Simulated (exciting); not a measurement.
# Lu2SeO2: the O K edge from the Bethe–Salpeter equation

How far do the exchange and direct terms reshape the O K edge of Lu2SeO2?

Method: X-ray absorption, core-level Bethe-Salpeter equation, exchange and statically screened direct term, Tamm-Dancoff, all-electron LAPW+lo LDA, in exciting sodium.

### 1. Starting point

It takes space group P-3m1 (No. 164, trigonal). The conventional cell has a = 3.716 Å, b = 3.716 Å, c = 6.647 Å, α = 90.00°, β = 90.00°, γ = 120.00°. Nearest to Lu lie 4 O at 2.21 Å and 3 Se at 2.90 Å. Se has 6 Lu at 2.90 Å nearest. Nearest to O lie 4 Lu at 2.21 Å. Farther neighbours and most contacts between anions are not listed.

As a file:

```
Lu Se O
1.0
     3.71608    0.00000    0.00000
    -1.85804    3.21822    0.00000
     0.00000    0.00000    6.64684
Lu Se O
2 1 2
Direct
  0.66667 0.33333 0.70680
  0.33333 0.66667 0.29320
  0.00000 0.00000 0.00000
  0.66667 0.33333 0.37490
  0.33333 0.66667 0.62510
```

Differences between curves are given as r.m.s. difference over r.m.s. height.

### 2. Ground state

The species files are the program's own, with muffin-tin radii set in the input.

input.xml reads:

```
<input>
  <title>Lu2SeO2</title>
  <structure speciespath="." autormt="false" epslat="1.0e-5">
    <crystal>
      <basevect>7.0223729230 0.0000000000 0.0000000000</basevect>
      <basevect>-3.5111864615 6.0815533462 0.0000000000</basevect>
      <basevect>0.0000000000 0.0000000000 12.5607002188</basevect>
    </crystal>
    <species speciesfile="Lu.xml" rmt="2.240">
      <atom coord="0.6666666667 0.3333333333 0.7067959200"/>
      <atom coord="0.3333333333 0.6666666667 0.2932040800"/>
    </species>
    <species speciesfile="Se.xml" rmt="2.300">
      <atom coord="0.0000000000 0.0000000000 0.0000000000"/>
    </species>
    <species speciesfile="O.xml" rmt="1.804">
      <atom coord="0.6666666667 0.3333333333 0.3748970700"/>
      <atom coord="0.3333333333 0.6666666667 0.6251029300"/>
    </species>
  </structure>
  <groundstate do="fromscratch" xctype="LDA_PW" ngridk="5 5 2" rgkmax="7" gmaxvr="14" nempty="8" swidth="0.001" maxscl="100" epsengy="1e-5"/>
</input>
```

Launch:

```sh
> OMP_NUM_THREADS=1 mpirun -n 4 exciting
```

Numbers of over 12 decimals in the logs are rounded to 6 here.

Output:

```text
EXCITING SODIUM started
********************************************************************************
* Ground-state run starting from atomic densities                              *
********************************************************************************
+ Starting initialization                                                      +
[... lattice and species ...]
 Spin treatment                             :    spin-unpolarised
 Number of Bravais lattice symmetries       :      24
[...]
+ Self-consistent loop stopped                                                 +
 STATE.OUT is written
********************************************************************************
* Groundstate module stopped                                                   *
********************************************************************************
 Total time spent (seconds)                 :        77.30
- CAUTION! Warnings have been written in file WARNING.OUT !                    -
| EXCITING SODIUM stopped                                                      =
[key lines of the parts left out:]
Total energy                               :    -31721.78533666
Fermi energy                               :         0.31303630
```

Run time: 80 s. Hardware: 4 MPI ranks of Intel Xeon at 2.70GHz, shared host.

The warnings file holds hints only, no warning.

The mesh shows a gap of 1.81 eV. Core levels (Dirac, from the valence top):

```
atom  level  energy (eV)
   O  1s1/2       -501.8
```

### 3. A richer basis for the empty states

Each species file gets more local orbitals, built from u and its energy derivative at 0.15 Ha and u at 0.9 Ha.

input.xml is that of step 2.

SPECIES.xml, added lines reads:

```
<lo l="L">  <!-- L = 0, 1, 2, and 3 from Cs on -->
  <wf matchingOrder="0" trialEnergy="0.1500" searchE="false"/>
  <wf matchingOrder="1" trialEnergy="0.1500" searchE="false"/>
  <wf matchingOrder="0" trialEnergy="0.9000" searchE="false"/>
</lo>
```

Launch:

```sh
> OMP_NUM_THREADS=1 mpirun -n 4 exciting
```

Output:

```text
EXCITING SODIUM started
********************************************************************************
* Ground-state run starting from atomic densities                              *
********************************************************************************
+ Starting initialization                                                      +
[... lattice and species ...]
 Spin treatment                             :    spin-unpolarised
 Number of Bravais lattice symmetries       :      24
[...]
+ Self-consistent loop stopped                                                 +
 STATE.OUT is written
********************************************************************************
* Groundstate module stopped                                                   *
********************************************************************************
 Total time spent (seconds)                 :        94.87
- CAUTION! Warnings have been written in file WARNING.OUT !                    -
| EXCITING SODIUM stopped                                                      =
[key lines of the parts left out:]
Total energy                               :    -31721.78733649
Fermi energy                               :         0.31304591
```

It took 96 s on 4 MPI ranks.

Against the first ground state the total energy moves by -11 meV an atom and the gap by -0.02 eV.

### 4. Screening, kernels and BSE for O atom 4

The absorber has 4 Lu at 2.21 Å (tetrahedral, site symmetry 3m).

input.xml, as its differences from that of step 3:

```diff
@@ -20,3 +20,20 @@
   </structure>
-  <groundstate do="fromscratch" xctype="LDA_PW" ngridk="5 5 2" rgkmax="7" gmaxvr="14" nempty="8" swidth="0.001" maxscl="100" epsengy="1e-5"/>
+  <groundstate do="skip" xctype="LDA_PW" ngridk="5 5 2" rgkmax="7" gmaxvr="14" nempty="8" swidth="0.001" maxscl="100" epsengy="1e-5"/>
+  <xs xstype="BSE" ngridk="4 4 2" ngridq="4 4 2" vkloff="0.097 0.273 0.493" rgkmax="7" nempty="42" gqmax="3" lmaxapwwf="5" lmaxemat="2" broad="0.01654" tevout="true">
+    <energywindow intv="18.063 19.680" points="439"/>
+    <screening screentype="full" nempty="65"/>
+    <BSE xas="true" xasspecies="3" xasatom="1" xasedge="K" bsetype="singlet" nstlxas="1 38"/>
+    <qpointset>
+      <qpoint>0 0 0</qpoint>
+    </qpointset>
+    <plan>
+      <doonly task="xsgeneigvec"/>
+      <doonly task="writepmatxs"/>
+      <doonly task="scrgeneigvec"/>
+      <doonly task="scrwritepmat"/>
+      <doonly task="screen"/>
+      <doonly task="scrcoulint"/>
+      <doonly task="exccoulint"/>
+    </plan>
+  </xs>
 </input>
```

input.xml for the last start (plan only) reads:

```
  <plan>
    <doonly task="bse"/>
  </plan>
```

Launch:

```sh
> OMP_NUM_THREADS=1 mpirun -n 4 exciting
> OMP_NUM_THREADS=4 exciting
```

Output:

```text
| EXCITING SODIUM started for task xsgeneigvec ( 301)                          =
One-shot GS runs for BSE calculations
One-shot GS runs for k+qmt/2 grids
Info(xsgeneigvec): Generating eigenvectors for Q-point      1
Info(xsgeneigvec): Generation of eigenvectors finished
| EXCITING SODIUM started for task writepmatxs ( 320)                          =
Info(writepmatxs): Momentum matrix elements finished
| EXCITING SODIUM started for task scrgeneigvec ( 401)                         =
One-shot GS runs for BSE calculations
One-shot GS runs for k+qmt/2 grids
[...]
Info(setup_bse_block): Setting up RR part of hamiltonian
Info(setup_bse_block): Singlet spin state
Info(bse): Diagonalizing RR Hamiltonian (TDA)
Info(bse): Invoking Lapack routine ZHEEVR
      2432 eigen solutions found in the interval:
         i1=       1 i2=    2432
Info(bse): Writing excition energies and oscillator strengths to text file.
Info(makespectrum_dist): Making spectrum using formula for coupling with time reversed AR basis.
Info(makespectrum_dist): Using formalism for vanishing momentum transfer.
Info(writederived): Writing quantities derived from the macroscopic dielectric function.
Info(bselauncher): Spectrum finished for iqmt=  1
Info(bselauncher): All done for BSE type singlet
```

Run time: 16 min. Hardware: 4 MPI ranks.

Wall time by task: xsgeneigvec 19 s, writepmatxs 14 s, scrgeneigvec 9.2 s, scrwritepmat 9.5 s, screen 2.5 min, scrcoulint 3.7 min, exccoulint 8.4 min, bse 21 s.

The O K spectrum of O atom 4 (energy from the Kohn–Sham onset, core level to the lowest empty state found on the meshes used, 503.52 eV; the ground-state mesh sets it, and the shifted mesh has its lowest transition 0.37 eV above it; Im ε scaled to the maximum of the singlet run; cut below the end of the band set):

```
E (eV)  isotropic  ε ⊥ c  ε ∥ c
  -5.0       0.02   0.02   0.02
  -4.5       0.03   0.03   0.02
  -4.0       0.03   0.04   0.02
  -3.5       0.04   0.05   0.03
  -3.0       0.05   0.06   0.04
  -2.5       0.07   0.08   0.05
  -2.0       0.11   0.13   0.06
  -1.5       0.18   0.23   0.08
  -1.0       0.39   0.52   0.13
  -0.5       0.93   1.28   0.23
   0.0       0.87   1.05   0.51
   0.5       0.73   0.71   0.77
   1.0       0.68   0.49   1.05
   1.5       0.80   0.55   1.31
   2.0       0.81   0.69   1.03
   2.5       0.78   0.77   0.79
   3.0       0.74   0.78   0.66
   3.5       0.78   0.82   0.72
   4.0       0.82   0.85   0.76
   4.5       0.66   0.66   0.66
   5.0       0.65   0.67   0.62
   5.5       0.59   0.67   0.42
   6.0       0.51   0.57   0.39
   6.5       0.48   0.50   0.45
   7.0       0.45   0.45   0.44
   7.5       0.40   0.38   0.44
   8.0       0.44   0.39   0.52
   8.5       0.41   0.33   0.55
   9.0       0.36   0.31   0.47
   9.5       0.37   0.36   0.39
  10.0       0.39   0.42   0.33
  10.5       0.40   0.43   0.33
  11.0       0.45   0.47   0.42
  11.5       0.41   0.42   0.39
  12.0       0.39   0.39   0.40
  12.5       0.37   0.34   0.44
  13.0       0.31   0.29   0.37
  13.5       0.27   0.27   0.27
  14.0       0.23   0.22   0.23
  14.5       0.21   0.20   0.22
  15.0       0.20   0.19   0.20
  15.5       0.18   0.18   0.19
  16.0       0.18   0.17   0.20
  16.5       0.19   0.19   0.18
  17.0       0.21   0.23   0.17
  17.5       0.23   0.27   0.16
  18.0       0.22   0.26   0.15
  18.5       0.23   0.26   0.17
  19.0       0.25   0.27   0.22
  19.5       0.26   0.26   0.26
  20.0       0.24   0.24   0.24
  20.5       0.21   0.20   0.22
  21.0       0.17   0.16   0.19
  21.5       0.17   0.16   0.21
  22.0       0.19   0.17   0.22
```

Maxima (height): -0.4 eV (1.00), 2.1 eV (0.81), 3.8 eV (0.85), 7.9 eV (0.44), 10.9 eV (0.45), 17.6 eV (0.24) and 19.4 eV (0.26).

The Hamiltonian has 2432 rows. The lowest groups of eigenvalues and the brightest ones, on the scale above (the program counts from the shifted mesh's onset, 0.37 eV higher). Core spinors bring spin-forbidden partners, so dark means forbidden by spin or by symmetry, and the shifted mesh splits states that symmetry would keep together:

```
energy (eV)  states within 10 meV  relative strength
     -0.457                     1               dark
     -0.433                     1               0.92
     -0.420                     1               dark
     -0.394                     1               1.00
     -0.025                     2             0.0031
     -0.013                     2             0.0095
      0.060                     2               0.16
      0.137                     2               0.22
      1.292                     2               0.14
      1.306                     2               0.49
      2.111                     4               0.16
```

### 5. Independent particles

input.xml, as its differences from that of step 4:

```diff
@@ -24,3 +24,3 @@
     <screening screentype="full" nempty="65"/>
-    <BSE xas="true" xasspecies="3" xasatom="1" xasedge="K" bsetype="singlet" nstlxas="1 38"/>
+    <BSE xas="true" xasspecies="3" xasatom="1" xasedge="K" bsetype="IP" nstlxas="1 38"/>
     <qpointset>
@@ -29,9 +29,3 @@
     <plan>
-      <doonly task="xsgeneigvec"/>
-      <doonly task="writepmatxs"/>
-      <doonly task="scrgeneigvec"/>
-      <doonly task="scrwritepmat"/>
-      <doonly task="screen"/>
-      <doonly task="scrcoulint"/>
-      <doonly task="exccoulint"/>
+      <doonly task="bse"/>
     </plan>
```

Launch:

```sh
> OMP_NUM_THREADS=4 exciting
```

Output:

```text
| EXCITING SODIUM started for task bse ( 445)                                  =
Info(bselauncher): Init time:    2.375084
Info(bselauncher): Setting up and diagonalizing BSE Hamiltonian.
Info(bselauncher): Using momentum transfer vectors from list :   1 to  1
Info(bselauncher): Distributing qmt-points over   1 processes.
Info(bselauncher): BSE type: IP
Info(bselauncher): Momentum transfer list index: iqmt=  1
Info(bselauncher): Momentum transfer: vqmtl=   0.000   0.000   0.000
Info(bse): Inspecting occupations...
Info(setranges_modxs): Number of non-reduced k-points:       32
[...]
highest unoccupied state:  77
  Opening gap with a scissor of:      0.000/H      0.000/eV
Info(select_transitions): Number of participating transitions:    2432
Info(bse): Selecting transitions...
Info(bse):bsegap (eV):   503.894974
Info(bse): IP requested, nothing much to do
Info(bse): Writing excition energies and oscillator strengths to text file.
Info(makespectrum_dist): Making spectrum using formula for coupling with time reversed AR basis.
Info(makespectrum_dist): Using formalism for vanishing momentum transfer.
Info(writederived): Writing quantities derived from the macroscopic dielectric function.
Info(bselauncher): Spectrum finished for iqmt=  1
Info(bselauncher): All done for BSE type IP
```

The job ended after 4.5 s (4 threads).

Maxima (height): 3.0 eV (0.56), 4.8 eV (0.69), 5.9 eV (0.68), 8.6 eV (0.50) and 13.0 eV (0.57); 4 lower ones aren't listed. The spectrum differs from the singlet run by 51 % r.m.s. Moving the earlier curve by +2.7 eV leaves 30 %. The highest maximum lies at 4.8 eV (0.69), against -0.4 eV (1.00).

### 6. Exchange alone

input.xml, as its differences from that of step 5:

```diff
@@ -24,3 +24,3 @@
     <screening screentype="full" nempty="65"/>
-    <BSE xas="true" xasspecies="3" xasatom="1" xasedge="K" bsetype="IP" nstlxas="1 38"/>
+    <BSE xas="true" xasspecies="3" xasatom="1" xasedge="K" bsetype="RPA" nstlxas="1 38"/>
     <qpointset>
```

Launch:

```sh
> OMP_NUM_THREADS=4 exciting
```

Output:

```text
| EXCITING SODIUM started for task bse ( 445)                                  =
Info(bselauncher): Init time:    2.782323
Info(bselauncher): Setting up and diagonalizing BSE Hamiltonian.
Info(bselauncher): Using momentum transfer vectors from list :   1 to  1
Info(bselauncher): Distributing qmt-points over   1 processes.
Info(bselauncher): BSE type: RPA
Info(bselauncher): Momentum transfer list index: iqmt=  1
Info(bselauncher): Momentum transfer: vqmtl=   0.000   0.000   0.000
Info(bse): Inspecting occupations...
Info(setranges_modxs): Number of non-reduced k-points:       32
[...]
Info(setup_bse_block): Setting up RR part of hamiltonian
Info(setup_bse_block): Using RPA approximation
Info(bse): Diagonalizing RR Hamiltonian (TDA)
Info(bse): Invoking Lapack routine ZHEEVR
      2432 eigen solutions found in the interval:
         i1=       1 i2=    2432
Info(bse): Writing excition energies and oscillator strengths to text file.
Info(makespectrum_dist): Making spectrum using formula for coupling with time reversed AR basis.
Info(makespectrum_dist): Using formalism for vanishing momentum transfer.
Info(writederived): Writing quantities derived from the macroscopic dielectric function.
Info(bselauncher): Spectrum finished for iqmt=  1
Info(bselauncher): All done for BSE type RPA
```

Wall time 24 s (4 threads).

Maxima (height): 3.0 eV (0.54), 4.8 eV (0.67), 6.0 eV (0.67), 8.6 eV (0.51) and 13.3 eV (0.58); 4 lower ones aren't listed. Against the independent-particle run the r.m.s. difference is 2 %.

### 7. A changed run

In this try the input is made faulty on purpose, to show what that does.

input.xml, as its differences from that of step 6:

```diff
@@ -23,4 +23,4 @@
     <energywindow intv="18.063 19.680" points="439"/>
-    <screening screentype="full" nempty="65"/>
-    <BSE xas="true" xasspecies="3" xasatom="1" xasedge="K" bsetype="RPA" nstlxas="1 38"/>
+    <screening screentype="full" nempty="3"/>
+    <BSE xas="true" xasspecies="3" xasatom="1" xasedge="K" bsetype="singlet" nstlxas="1 38"/>
     <qpointset>
@@ -29,3 +29,6 @@
     <plan>
-      <doonly task="bse"/>
+      <doonly task="scrgeneigvec"/>
+      <doonly task="scrwritepmat"/>
+      <doonly task="screen"/>
+      <doonly task="scrcoulint"/>
     </plan>
```

input.xml for the last start (plan only) reads:

```
  <plan>
    <doonly task="bse"/>
  </plan>
```

Launch:

```sh
> OMP_NUM_THREADS=1 mpirun -n 4 exciting
> OMP_NUM_THREADS=4 exciting
```

Output:

```text
| EXCITING SODIUM started for task scrgeneigvec ( 401)                         =
One-shot GS runs for BSE calculations
One-shot GS runs for k+qmt/2 grids
Info(xsgeneigvec): Generating eigenvectors for Q-point      1
Using screening GS parameters.
Info(xsgeneigvec): Generation of eigenvectors finished
| EXCITING SODIUM started for task scrwritepmat ( 420)                         =
Info(writepmatxs): Momentum matrix elements finished
Info(scrwritepmat): Momentum matrix elements for screening finished
| EXCITING SODIUM started for task screen ( 430)                               =
[...]
Info(setup_bse_block): Setting up RR part of hamiltonian
Info(setup_bse_block): Singlet spin state
Info(bse): Diagonalizing RR Hamiltonian (TDA)
Info(bse): Invoking Lapack routine ZHEEVR
      2432 eigen solutions found in the interval:
         i1=       1 i2=    2432
Info(bse): Writing excition energies and oscillator strengths to text file.
Info(makespectrum_dist): Making spectrum using formula for coupling with time reversed AR basis.
Info(makespectrum_dist): Using formalism for vanishing momentum transfer.
Info(writederived): Writing quantities derived from the macroscopic dielectric function.
Info(bselauncher): Spectrum finished for iqmt=  1
Info(bselauncher): All done for BSE type singlet
```

Elapsed: 5.6 min, on 4 MPI ranks.

The input has a fault: far too few empty states in the screening. The spectrum differs from the singlet run by 81 % r.m.s. Moving the earlier curve by -1.6 eV leaves 48 %. The highest maximum lies at -1.7 eV (2.21), against -0.4 eV (1.00). The first bright state moves from -0.43 to -1.69 eV. Too few states underscreen, so the attraction is too strong.

```
E (eV)  first run  this run
  -5.0       0.02      0.06
  -4.0       0.03      0.11
  -3.0       0.05      0.27
  -2.0       0.11      1.48
  -1.0       0.39      1.21
   0.0       0.87      0.90
   1.0       0.68      0.70
   2.0       0.81      0.71
   3.0       0.74      0.59
   4.0       0.82      0.44
   5.0       0.65      0.38
   6.0       0.51      0.32
   7.0       0.45      0.27
   8.0       0.44      0.28
   9.0       0.36      0.25
  10.0       0.39      0.28
  11.0       0.45      0.27
  12.0       0.39      0.24
  13.0       0.31      0.17
  14.0       0.23      0.14
  15.0       0.20      0.13
  16.0       0.18      0.14
  17.0       0.21      0.18
  18.0       0.22      0.17
  19.0       0.25      0.18
  20.0       0.24      0.15
  21.0       0.17      0.11
  22.0       0.19      0.13
```

### 8. The levels of theory side by side

```
  level  curve passes 0.15 (eV)  highest maximum (eV)  its height
     IP                     0.1                   4.8        0.69
    RPA                     0.1                   4.8        0.67
singlet                    -1.6                  -0.4        1.00
```

```
E (eV)    IP   RPA  singlet
  -5.0  0.01  0.01     0.02
  -4.0  0.01  0.01     0.03
  -3.0  0.02  0.02     0.05
  -2.0  0.03  0.03     0.11
  -1.0  0.05  0.05     0.39
   0.0  0.14  0.13     0.87
   1.0  0.47  0.45     0.68
   2.0  0.40  0.38     0.81
   3.0  0.56  0.54     0.74
   4.0  0.49  0.47     0.82
   5.0  0.67  0.65     0.65
   6.0  0.68  0.67     0.51
   7.0  0.61  0.61     0.45
   8.0  0.48  0.49     0.44
   9.0  0.50  0.50     0.36
  10.0  0.43  0.44     0.39
  11.0  0.43  0.43     0.45
  12.0  0.53  0.53     0.39
  13.0  0.57  0.58     0.31
  14.0  0.49  0.50     0.23
  15.0  0.35  0.36     0.20
  16.0  0.26  0.26     0.18
  17.0  0.25  0.25     0.21
  18.0  0.28  0.29     0.22
  19.0  0.29  0.29     0.25
  20.0  0.36  0.37     0.24
  21.0  0.34  0.35     0.17
  22.0  0.26  0.26     0.19
```

### 9. What came out

```yaml
absorber_and_edge: O K, atom 4
surroundings: 4 Lu at 2.21 Å (tetrahedral, site symmetry 3m)
first_bright_state: -0.43 eV from the Kohn–Sham onset, on this mesh
highest_maximum: -0.4 eV
cost_of_the_bse_run: 16 min on 4 MPI ranks of Intel Xeon at 2.70GHz, shared host; the last task ran on as many threads
```

What this shows: Is a core exciton bound? Undecided on this mesh: the first bright state (over 5 % of the brightest) lies at -0.43 eV from the Kohn–Sham onset and at -0.81 eV from the lowest bare transition of its own mesh. Exchange alone changes the independent-particle spectrum by 2 % r.m.s. Binding energies aren't converged on 32 k points, and fine structure above the first lines is partly noise of the mesh. Exchange and the short-range direct term aren't converged in the kernel cutoff. The zero comes from the unshifted 5×5×2 ground-state mesh; it is exact only where the band minimum lies on that mesh. The Kohn–Sham onset, 504 eV, is no photon energy: the scale needs a rigid shift. Bands and screening come from semilocal DFT, whose small gap overscreens. Vibrations and energy-dependent lifetimes are left out. The structure is a Materials Project entry, computed there, and may be a hypothetical form.

[Banner, clock and machine lines of the logs are left out without a mark of their own.]

[Logs are printed without paths, hosts, clocks, repeated set-up lines and the standing remarks that a program may print on its own settings, such as how far it seeks lower states.]

[Hosts, paths, dates, database ids (printed as entryN), source tags and the programs' standing remarks are cut or masked in the printed files.]
